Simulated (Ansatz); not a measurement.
# What NaVSe3 (model cell, started as cubic perovskite with V in the octahedra) distorts into

Wanted: the energy along a soft mode of NaVSe3 (model cell, started as cubic perovskite with V in the octahedra) and the structure at the end.

Calculated with Ansatz 0.2.0; DFT PBE, scalar-relativistic, plane waves, PAW; PAW set soft_1.

The structure was built from a prototype and need not be the compound's stable phase.

**1. Set-up**

It takes space group Pm-3m (No. 221, cubic). The conventional cell has a = 4.893 Å, b = 4.893 Å, c = 4.893 Å, α = 90.00°, β = 90.00°, γ = 90.00°. Nearest to Na lie 12 Se at 3.46 Å. Nearest to V lie 6 Se at 2.45 Å. Nearest to Se lie 2 V at 2.45 Å and 4 Na at 3.46 Å. Farther neighbours and most contacts between anions are not listed.

Coordinates:

```cif
data_structure
_symmetry_space_group_name_H-M 'P 1'
_symmetry_Int_Tables_number 1
_cell_length_a 4.8932
_cell_length_b 4.8932
_cell_length_c 4.8932
_cell_angle_alpha 90.000
_cell_angle_beta 90.000
_cell_angle_gamma 90.000
_cell_volume 117.16
loop_
_atom_site_label
_atom_site_type_symbol
_atom_site_fract_x
_atom_site_fract_y
_atom_site_fract_z
_atom_site_occupancy
Na1 Na 0.00000 0.00000 0.00000 1
V2 V 0.50000 0.50000 0.50000 1
Se3 Se 0.50000 0.50000 0.00000 1
Se4 Se 0.50000 0.00000 0.50000 1
Se5 Se 0.00000 0.50000 0.50000 1
```

**2. The dispersion**

The cell comes from relaxations at this level that are not shown. Stability and thermal properties need the whole zone. Linear response on a 2×2×2 q mesh gives force constants as far as a supercell of that size would.

input.yaml

```yaml
crystal:
  lattice:
    - [4.8932201373, 0.0, 0.0]
    - [0.0, 4.8932201373, 0.0]
    - [0.0, 0.0, 4.8932201373]
  atoms:
    - { symbol: Na, position: [0.0, 0.0, 0.0] }
    - { symbol: V, position: [0.5, 0.5, 0.5] }
    - { symbol: Se, position: [0.5, 0.5, 0.0] }
    - { symbol: Se, position: [0.5, 0.0, 0.5] }
    - { symbol: Se, position: [0.0, 0.5, 0.5] }
kpoints:
  mp_grid: { grid: [8, 8, 8] }
hamiltonian:
  xc: pbe
  pseudopotentials: { kind: paw, azcp: { folder: soft_1 } }
scf:
  occupations: { method: methfessel_paxton, width: 0.2 }
output:
  eigenvalues: true
phonons:
  method: dfpt
  qmesh: [2, 2, 2]
  temperatures: { t_max: 1000, t_step: 50 }
  qpath:
    path:
      - [[0.0, 0.0, 0.0], [0.0, 0.5, 0.0], [0.5, 0.5, 0.0], [0.0, 0.0, 0.0], [0.5, 0.5, 0.5], [0.0, 0.5, 0.0]]
      - [[0.5, 0.5, 0.5], [0.5, 0.5, 0.0]]
    npoints: 10
```

Run with:

```
$ ansatz run input.yaml --threads 4 --pin off --max-ram 16384MiB --backend cpu --events-out ev --progress --plain --runs-dir out
```

Numbers of over 12 decimals in the logs are rounded to 6 here.

Output:

```text
Engine: ansatz 0.2.0, aarch64-unknown-linux-gnu
Pseudopotentials: kind: paw
Pseudopotential: Na, paw, valence charge 9, recommended cutoff 420 eV (normal), soft_1/Na.paw.azcp
Pseudopotential: V, paw, valence charge 13, recommended cutoff 420 eV (normal), soft_1/V.paw.azcp
Pseudopotential: Se, paw, valence charge 16, recommended cutoff 420 eV (normal), soft_1/Se.paw.azcp
Functional definition: PBE
  parameter kappa = 0.804
  parameter beta = 0.066725
  exchange = pbe_x(kappa = kappa, mu = beta*pi^2/3)
  correlation = pbe_c(beta = beta)
Crystal: 5 atoms, lattice volume = 117.161 Å³
Basis set: ecut = 420 eV, 2301 PW (Γ), exchange–correlation on 72×72×72 points (8 copies of the dense FFT grid, shifted against one another)
Bands: 42, of which v1, the nominal top of the filled ones, is band 35 counted from 1 (34 counted from 0)
Symmetry: 48 space group operations
k-points: 35 of 512
Non-local potential: Na, projectors of the file, l = 0: 3, l = 1: 2, l = 2: 1
Non-local potential: V, projectors of the file, l = 0: 3, l = 1: 2, l = 2: 3, l = 3: 1
Non-local potential: Se, projectors of the file, l = 0: 2, l = 1: 2, l = 2: 3, l = 3: 1
PAW form: soft (Blöchl's): semilocal exchange-correlation on the pseudo side does not see the compensation charge
PAW one-centre angular grid: Na, 110 points (default); XC on 64 Gauss nodes
PAW one-centre angular grid: V, 590 points (default); XC on 64 Gauss nodes
PAW one-centre angular grid: Se, 590 points (default); XC on 64 Gauss nodes
Initial density: superposition of atomic densities (chi_scale 0.1, normalization cell, long waves kept (reshape's long-wave potential 0.00 eV rms))
Initial wavefunctions: pseudopotential atomic-orbital guess
Functional: x = pbe(κ = 0.804, μ = 0.219515), c = pbe(β = 0.066725)
SCF iter   1: F=—  HF=-20814.864335 eV  |F-HF|=—  |Δ(HF+E_count)|=         —  Δρ=2.52e-1  dr2=1.22e2  ethr=3.10e-3  ⟨swp⟩=5.6  Hψ=5065  notcnv=0
preconditioner: auto → LDOS  [metal: Δε(μ)=0.051 eV  Ē_g=7.100 eV  σ=0.200 eV  W_gap=0.21  n_scr=26 (ndim 8)  ℏωp=16.8 eV  f_vac=0.015  D(μ)=7.84/eV (n_scr^D=80)  β→1.0]
SCF iter   2: F=—  HF=-20809.353087 eV  |F-HF|=—  |Δ(HF+E_count)|=    5.51e0  S|Δr|=    0.00e0  Δρ=7.89e-2  dr2=1.17e1  ethr=3.10e-3  ⟨swp⟩=3.8  Hψ=3394  notcnv=0  defer=11
SCF iter   3: F=—  HF=-20808.874646 eV  |F-HF|=—  |Δ(HF+E_count)|=   4.78e-1  S|Δr|=    0.00e0  Δρ=3.47e-2  dr2=5.71e-1  ethr=3.10e-3  ⟨swp⟩=3.1  Hψ=3160  notcnv=0  defer=9
SCF iter   4: F=—  HF=-20808.465443 eV  |F-HF|=—  |Δ(HF+E_count)|=   4.09e-1  S|Δr|=    0.00e0  Δρ=4.24e-3  dr2=2.44e-2  ethr=8.16e-4  ⟨swp⟩=2.6  Hψ=3104  notcnv=0
SCF iter   5: F=—  HF=-20808.468216 eV  |F-HF|=—  |Δ(HF+E_count)|=   2.77e-3  S|Δr|=    0.00e0  Δρ=1.55e-3  dr2=2.75e-3  ethr=3.49e-5  ⟨swp⟩=2.0  Hψ=1980  notcnv=0
SCF iter   6: F=—  HF=-20808.468287 eV  |F-HF|=—  |Δ(HF+E_count)|=   7.06e-5  S|Δr|=    0.00e0  Δρ=3.56e-4  dr2=1.65e-4  ethr=3.93e-6  ⟨swp⟩=2.1  Hψ=2250  notcnv=0
SCF iter   7: F=—  HF=-20808.468323 eV  |F-HF|=—  |Δ(HF+E_count)|=   3.59e-5  S|Δr|=    0.00e0  Δρ=1.53e-4  dr2=3.24e-5  ethr=2.36e-7  ⟨swp⟩=2.3  Hψ=2643  notcnv=0
SCF iter   8: F=—  HF=-20808.468328 eV  |F-HF|=—  |Δ(HF+E_count)|=   5.32e-6  S|Δr|=    0.00e0  Δρ=2.14e-5  dr2=3.10e-7  ethr=4.63e-8  ⟨swp⟩=1.6  Hψ=1710  notcnv=0
SCF iter   9: F=—  HF=-20808.468330 eV  |F-HF|=—  |Δ(HF+E_count)|=   1.59e-6  S|Δr|=    0.00e0  Δρ=5.56e-6  dr2=3.13e-8  ethr=4.43e-10  ⟨swp⟩=2.0  Hψ=2743  notcnv=0
SCF iter  10: F=—  HF=-20808.468330 eV  |F-HF|=—  |Δ(HF+E_count)|=   2.06e-8  S|Δr|=    0.00e0  Δρ=1.29e-6  dr2=2.62e-9  ethr=4.47e-11  ⟨swp⟩=2.0  Hψ=1759  notcnv=0
SCF iter  11: F=-20808.468330 eV  HF=-20808.468330 eV  |F-HF|=0.00e0  |Δ(HF+E_count)|=  4.69e-10  S|Δr|=    0.00e0  Δρ=6.58e-8  dr2=8.92e-12  ethr=1.00e-12  ⟨swp⟩=4.9  Hψ=6788  notcnv=0
the search or the solves at the SCF's close seem to have found levels that the self-consistency loop had missed (the run counts 1). By its estimate they hold under 1e-12 electrons; where the run keeps them, the occupations were computed again with them
SCF 1 converged in 11 iterations: F = -20808.468330 eV  dr2 = 8.92e-12
  greatest PAW one-centre occupation: 1.000 electrons in one spin orbital (limit 2), on the Se atom at site 2 (counted from 0), in its partial waves of l = 2
Initial density: read from a saved state, or passed on in memory by an earlier SCF of this step, an earlier step, the calling program or the single point that the run made first
iter 1 solved again at ethr=2.43e-7 eV; its pass at ethr=3.10e-3 eV (dr2=1.70e-4 eV) is discarded
SCF iter   1: F=—  HF=-20808.468330 eV  |F-HF|=—  |Δ(HF+E_count)|=         —  Δρ=5.24e-7  dr2=2.29e-10  ethr=2.43e-7  ⟨swp⟩=3.0  Hψ=8395  notcnv=0
eigensolver tolerance schedule: the retry pair's looser diagonalisation over-reported the residual by 740783.21 of it (diagonalisation noise at an unbounded share of the residual, at the tolerance the schedule requests for it); recorded, not acted on — ethr = c·dr2/N_el stays at c = 1.0e-1
preconditioner: auto → LDOS  [metal: Δε(μ)=0.071 eV  Ē_g=7.438 eV  σ=0.200 eV  W_gap=0.30  n_scr=26 (ndim 8)  ℏωp=16.8 eV  f_vac=0.118  D(μ)=3.39/eV (n_scr^D=26)  β→1.0]
SCF iter   2: F=—  HF=-20808.468330 eV  |F-HF|=—  |Δ(HF+E_count)|=   1.15e-7  S|Δr|=    0.00e0  Δρ=7.12e-7  dr2=5.36e-10  ethr=1.00e-12  ⟨swp⟩=3.9  Hψ=4372  notcnv=0
SCF iter   3: F=—  HF=-20808.468330 eV  |F-HF|=—  |Δ(HF+E_count)|=  1.42e-10  S|Δr|=    0.00e0  Δρ=2.86e-7  dr2=6.17e-11  ethr=1.00e-12  ⟨swp⟩=2.5  Hψ=2642  notcnv=0
SCF iter   4: F=—  HF=-20808.468330 eV  |F-HF|=—  |Δ(HF+E_count)|=  7.28e-12  S|Δr|=    0.00e0  Δρ=2.05e-7  dr2=3.37e-11  ethr=1.00e-12  ⟨swp⟩=1.0  Hψ=1470  notcnv=0
SCF iter   5: F=—  HF=-20808.468330 eV  |F-HF|=—  |Δ(HF+E_count)|=  7.28e-12  S|Δr|=    0.00e0  Δρ=1.53e-7  dr2=1.90e-11  ethr=1.00e-12  ⟨swp⟩=1.0  Hψ=1470  notcnv=0
SCF iter   6: F=-20808.468330 eV  HF=-20808.468330 eV  |F-HF|=0.00e0  |Δ(HF+E_count)|=  3.64e-12  S|Δr|=    0.00e0  Δρ=1.62e-8  dr2=2.90e-13  ethr=1.00e-12  ⟨swp⟩=2.0  Hψ=4156  notcnv=0
SCF 2 converged in 6 iterations: F = -20808.468330 eV  dr2 = 2.90e-13
phonons: the bands overlap, so this run is a metal and interpolates without the dipole-dipole term. If the crystal is really an insulator or semiconductor, its LO-TO splitting is missing
NSCF: frozen V_eff on 35 k-points
WARN: eigensolver did not converge (k=5): 1 band(s) unlocked after 20 sweeps at ethr=1.09e-12 eV (storage-precision floor; scheduled 1.00e-12 eV) (lowest unlocked band 41, counted from 0; max residual 3.06e-5 eV among the unlocked bands, 3.06e-5 eV over every band; other slots of this pass that fall short are told together in one closing line; warning suppressed until the next SCF loop or pass starts)
WARN: eigensolver did not converge in 5 slots of this pass, the one above among them; of largest residual over every band (k=9): 1 band(s) unlocked (lowest unlocked band 41, counted from 0; max residual 3.07e-3 eV among the unlocked bands, 3.07e-3 eV over every band); of lowest unlocked band (k=5): band 41
NSCF: frozen V_eff on 125 k-points
DFPT response loops at q = (0, 0, 0) (fractional): preconditioner auto → Kerker (q_TF=auto, 2.504 Å⁻¹) (partly filled bands, converged f_vac=0.118); β = 1.00, the filter's whole step (`scf.mixing.beta` (0.50) is not read by the response loops under this deck's `scf.mixing.preconditioner`; to damp them name `kerker` or `kerker_dos`, under which they read `scf.mixing.beta`, and type it under 1.00, their step now; both keys bind the ground state too); Broyden in place of MSR1
NSCF: frozen V_eff on 250 k-points
DFPT response loops at q = (0, 0, -0.5) (fractional): mixed as the last ones told, above
NSCF: frozen V_eff on 250 k-points
DFPT response loops at q = (0, -0.5, -0.5) (fractional): mixed as the last ones told, above
NSCF: frozen V_eff on 250 k-points
DFPT response loops at q = (-0.5, -0.5, -0.5) (fractional): mixed as the last ones told, above
SCF converged after 11 iterations
Stability not checked: this state was not tested for a lower state beside it, because cold or Methfessel-Paxton smearing, or corrected tetrahedra, fill the levels in a way that the test cannot read (fill_not_monotonic; see scf.lower_state_search)
Free energy (F): -20808.468330 eV
Harris-Foulkes:  -20808.468330 eV  (|F-HF|=0.00e0)
Internal energy: -20808.476472 eV  (E = F + TS)
E sigma→0 (E₀):  -20808.470365 eV
Entropy (-TS):   0.008142 eV (1.628 meV/atom)
Fermi energy:    7.350190 eV
--- Per-component energies (eV) ---
  E_band       = -1653.597229
  E_kinetic    = 740.245468
  E_local      = -11388.431623  (includes V_loc(G=0)·N_el)
  E_nonlocal   = -704.248963
  E_hartree    = 5518.967988
  E_xc         = -406.914974
  E_vxc        = -463.628822  (∫ρ·V_xc dr)
  E_paw        = -7808.839094  (= ΣΔE_a)
  E_vpaw       = -875.469159  (= ΣTr[D̂ρ^β])
  E_aug_tail   = 0.000081  (compensation charges beyond the density's cutoff)
  E_ewald      = -6759.255354
  E_smearing   = 0.008142  (= −TS)
  E_closure    = 0.000000  (closes the sum)
  Σ components = -20808.468330   (vs F -20808.468330, Δ=0.00e0)
--- Band table (eV; the first three rows and the last of 35) ---
  k-point 0: bands = [... 31 lower, 6.2427, 6.4745, 6.4745, 6.4745, 7.0754, 7.0754, 7.0754, 7.5632, ... 3 higher]
  k-point 1: bands = [... 31 lower, 6.1419, 6.3657, 6.4783, 6.6949, 6.6949, 7.3090, 7.3090, 7.5671, ... 3 higher]
  k-point 2: bands = [... 31 lower, 5.4726, 5.9198, 6.4875, 6.7701, 6.7701, 7.5740, 7.7415, 7.7415, ... 3 higher]
  k-point 34: bands = [... 31 lower, 3.5383, 7.8302, 7.8302, 7.8302, 8.0036, 8.0036, 8.0036, 9.4839, ... 3 higher]
--- Phonons (Γ-DFPT): 4 representative perturbations + reference (Σ response iterations 12) ---
  ASR residual: 5.461e-5 → 0.000e0 eV/Å²; symmetrization residual: 8.115e-6 eV/Å²
  ASR residual per site (eV/Å²): 2.63e-5 5.46e-5 5.90e-6 5.90e-6 5.90e-6
  Γ frequencies (cm⁻¹): -132.75 -132.75 -132.75 0.00 0.00 0.00 28.28 28.28 28.28 36.52 36.52 36.52 200.15 200.15 200.15
--- Phonons (arbitrary-q DFPT): 4 irreducible q on the 2×2×2 mesh ---
  q = [0.0000, 0.0000, 0.0000] (star 1, of the zone-centre solve; hermiticity 1.96e-6, symmetrization 1.64e-11): -132.75 -132.75 -132.75 -0.00 0.00 0.00 28.28 28.28 28.28 36.52 36.52 36.52 200.15 200.15 200.15
  q = [0.0000, 0.0000, -0.5000] (star 3, 9 solved perturbations in 975 linear systems a pass and spin channel, the states on 125 of 512 k-point pairs; hermiticity 6.53e-7, symmetrization 1.32e-11): -122.59 -122.59 4.34 4.34 37.18 37.18 46.65 50.24 52.27 84.75 84.75 124.93 190.22 190.22 206.31
  q = [0.0000, -0.5000, -0.5000] (star 3, 9 solved perturbations in 975 linear systems a pass and spin channel, the states on 125 of 512 k-point pairs; hermiticity 8.74e-7, symmetrization 3.52e-11): -114.06 -48.67 -46.34 -46.34 36.92 50.50 50.50 65.85 83.22 83.22 125.87 125.87 127.66 178.75 230.17
  q = [-0.5000, -0.5000, -0.5000] (star 1, 4 solved perturbations in 350 linear systems a pass and spin channel, the states on 125 of 512 k-point pairs; hermiticity 2.51e-7, symmetrization 4.59e-11): -91.22 -91.22 -49.22 -49.22 -49.22 40.80 40.80 40.80 87.91 87.91 87.91 126.83 126.83 126.83 251.65
  sum rule: each row above includes the acoustic sum rule's correction from the zone centre's row sums; it moved no ω² by more than (0.56 cm⁻¹)²
  mesh force constants: q→R imaginary residual 3.42e-18; ASR residual 5.461e-5 → 0.000e0 eV/Å²; symmetrization residual 1.243e-14 eV/Å²
  interpolated dispersion: 62 rows × 15 modes
  density of states and harmonic sums: on the 14×14×14 q-mesh, interpolated from the force constants of a 2×2×2 supercell (no non-analytic term)
  largest difference from the sums on the solved wave vectors: F 2.92e-1 eV, S 3.70e-4 and C_V 7.78e-5 eV/K
  zero-point energy: 0.064250 eV/cell   skipped modes (ω ≤ 0): 535, of them read as no rigid motion or as one in doubt: 532 (4.528e0 modes/cell left out, lowest -132.75 cm⁻¹)   left out of the sums: 3.02e-1 of the cell's modes: C_V's classical limit lies that fraction below 3 k_B per atom; for a crystal, a wire or a layer, F and S can be off by more, and a phonons.interpolated_qmesh denser along its periods is the remedy for the sampling
```

Run time: 8.6 min. Hardware: 4 threads of Arm Neoverse V1, shared host; peak memory 1.8 GiB.

The column dr2 measures how far the density is from self-consistency, as an energy; F and HF (Harris–Foulkes) agree once it is small.

This run has no spin polarisation, although V can carry a moment.

Numbers from this step:

- volume per atom: 23.43 Å³
- gap on the k-mesh: 0 eV
- sum-rule residual before enforcement: 5.46e-5 eV/Å²
- lowest frequency on the path: -132.8 cm⁻¹
- point group: m-3m
- highest frequency on the path or at a solved wavevector: 251.7 cm⁻¹
- highest optical mode at the zone centre (no LO-TO term): 200.2 cm⁻¹
- lowest optical zone-centre mode: -132.8 cm⁻¹
- lowest mode on the q mesh (acoustic modes at Γ apart): -132.8 cm⁻¹

Frequencies (cm⁻¹) solved at each irreducible wavevector; negative means imaginary. Frequencies by wavevector, by row:

```csv
q in reciprocal lattice units,star,mode 1,mode 2,mode 3,mode 4,mode 13,mode 14,mode 15
0 0 0,1,-132.8,-132.8,-132.8,0,200.2,200.2,200.2
0 0 -0.5,3,-122.6,-122.6,4.3,4.3,190.2,190.2,206.3
0 -0.5 -0.5,3,-114.1,-48.7,-46.3,-46.3,127.7,178.8,230.2
-0.5 -0.5 -0.5,1,-91.2,-91.2,-49.2,-49.2,126.8,126.8,251.7
```

Interpolated from a 2×2×2 q mesh. The phonon branches at the labelled points (cm⁻¹):

```csv
point,branch 1,branch 2,branch 3,branch 4,branch 12,branch 13,branch 14,branch 15
Γ,-133,-133,-133,0,36,200,200,200
halfway,-127,-127,-76,10,79,196,196,203
X,-123,-123,4,4,125,190,190,206
halfway,-117,-79,-31,-20,126,142,185,225
M,-114,-49,-46,-46,126,128,179,230
halfway,-121,-78,-74,-28,100,167,191,219
Γ,-133,-133,-133,0,36,200,200,200
halfway,-73,-73,-73,-33,105,156,156,235
R,-91,-91,-49,-49,127,127,127,252
halfway,-78,-70,-36,-35,124,124,140,242
X,-123,-123,4,4,125,190,190,206
jump to R,-91,-91,-49,-49,127,127,127,252
halfway,-76,-49,-45,-36,119,119,127,247
M,-114,-49,-46,-46,126,128,179,230
```

Symmetry leaves 4 wavevectors to solve. The lowest mode among them, the acoustic zeros apart, lies at Γ and is imaginary, 132.8i cm⁻¹, so the energy falls along it.

**3. The mode frozen in, largest atomic shift 0 Å**

The mode followed lies at Γ with frequency 132.8i cm⁻¹ and is 3-fold degenerate, the softest among the wavevectors solved. At small amplitude the distorted cell has space group no. 38 by a symmetry search on the positions. The undistorted cell that holds it gives the zero of energy on the same k mesh.

input.yaml, the sections that differ from step 2:

```yaml
output:
  forces: true
  stress: true
  eigenvalues: true
# crystal, kpoints, hamiltonian, scf: as in step 2
# phonons: removed
```

Output:

```text
[...]
Crystal: 5 atoms, lattice volume = 117.161 Å³
Basis set: ecut = 420 eV, 2301 PW (Γ), exchange–correlation on 72×72×72 points (8 copies of the dense FFT grid, shifted against one another)
Bands: 42, of which v1, the nominal top of the filled ones, is band 35 counted from 1 (34 counted from 0)
Symmetry: 48 space group operations
[...]
k-points: 35 of 512
[...]
k-point 0: bands = [... 31 lower, 6.2427, 6.4745, 6.4745, 6.4745, 7.0754, 7.0754, 7.0754, 7.5633, ... 3 higher]
  k-point 1: bands = [... 31 lower, 6.1419, 6.3658, 6.4783, 6.6949, 6.6949, 7.3090, 7.3090, 7.5672, ... 3 higher]
  k-point 2: bands = [... 31 lower, 5.4726, 5.9199, 6.4876, 6.7701, 6.7701, 7.5741, 7.7415, 7.7415, ... 3 higher]
  k-point 34: bands = [... 31 lower, 3.5384, 7.8302, 7.8302, 7.8302, 8.0037, 8.0037, 8.0037, 9.4839, ... 3 higher]
[key lines of the parts left out:]
SCF converged after 9 iterations
Free energy (F): -20808.468330 eV
Fermi energy:    7.350207 eV
P = ⅓ Tr σ = -0.0047 GPa (-0.047 kbar)
```

It took 3.6 s on 4 threads; peak memory 0.51 GiB; 14 s of CPU time.

Numbers from this step:

```yaml
pressure: -0.004715 GPa
energy_from_the_undistorted_cell: 0 meV/atom
```

The run ends at a pressure of 0.00 GPa.

**4. The mode frozen in, largest atomic shift 0.45 Å**

The atoms are moved along the unstable eigenvector, the largest shift by 0.45 Å, with the cell fixed.

input.yaml, the sections that differ from step 3:

```yaml
crystal:
  lattice:
    - [4.8932201373, 0.0, 0.0]
    - [0.0, 4.8932201373, 0.0]
    - [0.0, 0.0, 4.8932201373]
  atoms:
    - { symbol: Na, position: [0.0, -0.0009043796, -0.0009043796] }
    - { symbol: V, position: [0.5, 0.5650283541, 0.5650283541] }
    - { symbol: Se, position: [0.5, 0.477580846, 0.0031540135] }
    - { symbol: Se, position: [0.5, 0.0031540135, 0.477580846] }
    - { symbol: Se, position: [0.0, 0.477580846, 0.477580846] }
# kpoints, hamiltonian, scf, output: as in step 3
```

Output:

```text
[...]
Crystal: 5 atoms, lattice volume = 117.161 Å³
Basis set: ecut = 420 eV, 2301 PW (Γ), exchange–correlation on 72×72×72 points (8 copies of the dense FFT grid, shifted against one another)
Bands: 42, of which v1, the nominal top of the filled ones, is band 35 counted from 1 (34 counted from 0)
Symmetry: 4 space group operations
[...]
k-point 0: bands = [... 31 lower, 5.6057, 5.7686, 5.8712, 6.7591, 7.4771, 8.3864, 8.5084, 8.5126, ... 3 higher]
  k-point 1: bands = [... 31 lower, 5.5483, 5.7149, 5.8644, 6.6246, 7.5773, 8.1052, 8.5113, 8.6111, ... 3 higher]
  k-point 2: bands = [... 31 lower, 5.3074, 5.6634, 5.6707, 6.4694, 7.7709, 8.0119, 8.5192, 8.6598, ... 3 higher]
  k-point 104: bands = [... 31 lower, 4.2031, 7.4319, 7.5721, 7.7031, 7.7250, 8.0571, 8.2911, 9.7266, ... 3 higher]
[key lines of the parts left out:]
SCF converged after 13 iterations
Free energy (F): -20808.627839 eV
Fermi energy:    7.460699 eV
P = ⅓ Tr σ = 2.6781 GPa (26.781 kbar)
```

The job ended after 22 s (4 threads; peak memory 0.65 GiB; 86 s of CPU time).

This step gave:

```yaml
pressure: 2.678 GPa
energy_from_the_undistorted_cell: -32.01 meV/atom
```

The energy, extrapolated to zero smearing, is -32.01 meV/atom against the undistorted cell.

The run ends at a pressure of 2.68 GPa, with forces up to 0.95 eV/Å.

**5. Energy along the mode, all amplitudes (two of the runs are shown above)**

An imaginary frequency means negative curvature, so the energy should fall and then rise again as anharmonic terms take over.

Numbers from this step:

```
depth at the lowest point sampled  : 32.01 meV/atom
largest atomic shift at that point : 0.45 Å
```

The energy from the parent by largest atomic shift:

```csv
largest atomic shift (Å),energy from the parent (meV/atom)
0.000,0
0.040,-0.66
0.080,-2.34
0.140,-5.86
0.220,-13.2
0.320,-25.6
0.450,-32.0
0.600,11.3
```

Displacement at unit largest shift by atom:

```csv
atom,x (Å),y (Å),z (Å),size
Na1,0.000,-0.010,-0.010,0.014
V2,0.000,0.707,0.707,1.000
Se3,0.000,-0.244,0.034,0.246
Se4,0.000,0.034,-0.244,0.246
Se5,0.000,-0.244,-0.244,0.345
```

The lowest of the steps tried is at 0.45 Å, 32.0 meV/atom below the parent; the bottom of the well need not coincide with a step.

[end of part 1 of 3]

[Logs are printed without paths, hosts, clocks, repeated set-up lines and the standing remarks that a program may print on its own settings, such as how far it seeks lower states.]

[Hosts, paths, dates, database ids (printed as entryN), source tags and the programs' standing remarks are cut or masked in the printed files.]
